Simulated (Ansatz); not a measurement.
# Static equation of state of Pnnm (COD entry) AlH3, size series (288 atoms)

The cell holds 288 atoms: 72 Al and 216 H. Cell: a = 16.155 Å, b = 14.511 Å, c = 11.449 Å, α = 90.0°, β = 90.0°, γ = 90.0°. It derives from AlH3 (Pnnm, COD entry), repeated 3×2×2. The starting structure: Pnnm (COD entry) AlH3 (cell 5.381, 7.356, 5.775, 90, 90, 90), 3 x 2 x 2 conventional cells; ideal positions.

Calculated with Ansatz 0.2.0: Kohn-Sham DFT, LDA, PAW (set soft_2), plane waves; cutoff 420 eV, Γ point, gaussian smearing of 0.05 eV. Cell and atoms were relaxed first, to V0 = 9.3198 Å³ an atom at a residual P0 = -0.023 GPa. The cell was then scaled evenly, and the atoms were relaxed at each volume.

| volume (Å³/atom) | pressure (GPa) |
| --- | --- |
| 8.3878 | 4.888 |
| 8.7606 | ? |
| 9.0402 | 1.487 |
| 9.5994 | -1.326 |
| 9.8790 | -2.350 |

**Question.** Fit the third-order Birch–Murnaghan equation to the rows given and interpolate to the withheld row.

**Working.**

Take the Eulerian strain f = ½[(V0/V)^(2/3) − 1] and the normalised pressure F = (P − P0) / [3f(1 + 2f)^(5/2)]. The third-order Birch–Murnaghan equation is then the line F = B0 + (3/2)B0(B′ − 4) f, so u = f and v = F.

| u = f | v = F (GPa) |
| --- | --- |
| 0.0363829 | 37.7482 |
| 0.0102571 | 46.6304 |
| -0.00975639 | 46.7716 |
| -0.0190506 | 44.8780 |

With n = 4: mean u = 0.00445826, mean v = 44.0070, Σ(u − ū)² = 0.0018075, Σ(u − ū)(v − v̄) = -0.24437. Slope b = -0.24437 / 0.0018075 = -135.20; intercept a = v̄ − b ū = 44.610.

So B0 = a = 44.6 GPa and B′ = 4 + 2b/(3a) = 1.98. At the withheld volume f = 0.02106, F = a + b f = 41.76 GPa, and P = P0 + 3f(1 + 2f)^(5/2) F.

Prediction at 8.7606: 2.902 GPa. The run gave 2.853 GPa, so the fit is high by 0.049 GPa (1.7 % of the value).

The series isn't one smooth equation of state: even a line fitted to all rows, the withheld one included, misses F by up to 7.6 %. B0 and B′ are then only the numbers of this fit, not moduli of the material. Among the rows given, the largest miss of the fit is at 8.3878, by 0.25 GPa (3.5 % of the range of the table).

Limits: Static cells at zero temperature; the cell shape is held. The program notes that the SCF threshold of these relaxations is loose for the stress. Only the Γ point is sampled, in a cell whose shortest periodic width is 11 Å.

[Hosts, paths, dates, database ids (printed as entryN), source tags and the programs' standing remarks are cut or masked in the printed files.]
